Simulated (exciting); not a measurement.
Consider CsMgF3, space group Pm-3m.

```cif
data_structure
_symmetry_space_group_name_H-M 'P 1'
_symmetry_Int_Tables_number 1
_cell_length_a 4.2523
_cell_length_b 4.2523
_cell_length_c 4.2523
_cell_angle_alpha 90.000
_cell_angle_beta 90.000
_cell_angle_gamma 90.000
_cell_volume 76.89
loop_
_atom_site_label
_atom_site_type_symbol
_atom_site_fract_x
_atom_site_fract_y
_atom_site_fract_z
_atom_site_occupancy
Cs1 Cs 0.00000 0.00000 0.00000 1
Mg2 Mg 0.50000 0.50000 0.50000 1
F3 F 0.50000 0.50000 0.00000 1
F4 F 0.50000 0.00000 0.50000 1
F5 F 0.00000 0.50000 0.50000 1
```

Absorber: atom 3, with 2 Mg at 2.13 Å (linear, site symmetry 4/mmm). Method: exciting, all-electron LAPW+lo, LDA, exchange and screened direct term (singlet BSE), 4×4×4 shifted k points, 40 conduction bands, |G+q| up to 3 bohr⁻¹, full RPA screening with nempty = 66, Lorentzian half width 0.45 eV.

Q: Predict the F K near-edge structure at this level.

Bound core exciton? Yes on this mesh: the first bright state (over 5 % of the brightest) lies at -0.68 eV from the Kohn–Sham onset and at -1.05 eV from the lowest bare transition of its own mesh; weaker or dark states reach down to -1.55 eV. Maxima (height): -0.6 eV (0.75), 0.9 eV (1.00), 2.9 eV (0.50), 6.4 eV (0.21), 9.4 eV (0.21), 16.6 eV (0.21) and 21.6 eV (0.20).

Energy from the Kohn–Sham onset, core level to the lowest empty state found on the meshes used; Im ε in relative units:

```csv
E (eV),Im ε
-4.5,0.02
-4.0,0.03
-3.5,0.04
-3.0,0.05
-2.5,0.07
-2.0,0.10
-1.5,0.20
-1.0,0.47
-0.5,0.75
0.0,0.70
0.5,0.78
1.0,1.00
1.5,0.63
2.0,0.49
2.5,0.49
3.0,0.50
3.5,0.40
4.0,0.35
4.5,0.25
5.0,0.22
5.5,0.20
6.0,0.20
6.5,0.21
7.0,0.19
7.5,0.16
8.0,0.16
8.5,0.16
9.0,0.19
9.5,0.20
10.0,0.15
10.5,0.12
11.0,0.10
11.5,0.08
12.0,0.07
12.5,0.07
13.0,0.07
13.5,0.11
14.0,0.16
14.5,0.17
15.0,0.20
15.5,0.20
16.0,0.20
16.5,0.21
17.0,0.18
17.5,0.15
18.0,0.12
18.5,0.10
19.0,0.11
19.5,0.16
20.0,0.17
20.5,0.17
21.0,0.17
21.5,0.20
22.0,0.18
22.5,0.19
```

Binding energies aren't converged on 64 k points, and fine structure above the first lines is partly noise of the mesh. The kernel cutoff is low for a compact core orbital, so the effect of exchange is a lower bound. The zero comes from the unshifted 4×4×4 ground-state mesh; it is exact only where the band minimum lies on that mesh. The Kohn–Sham onset, 653 eV, is no photon energy: the scale needs a rigid shift. Bands and screening come from semilocal DFT, whose small gap overscreens. Vibrations and energy-dependent lifetimes are left out. The structure is a Materials Project entry, computed there, and may be a hypothetical form.

[Banner, clock and machine lines of the logs are left out without a mark of their own.]

[Logs are printed without paths, hosts, clocks, repeated set-up lines and the standing remarks that a program may print on its own settings, such as how far it seeks lower states.]

[Hosts, paths, dates, database ids (printed as entryN), source tags and the programs' standing remarks are cut or masked in the printed files.]
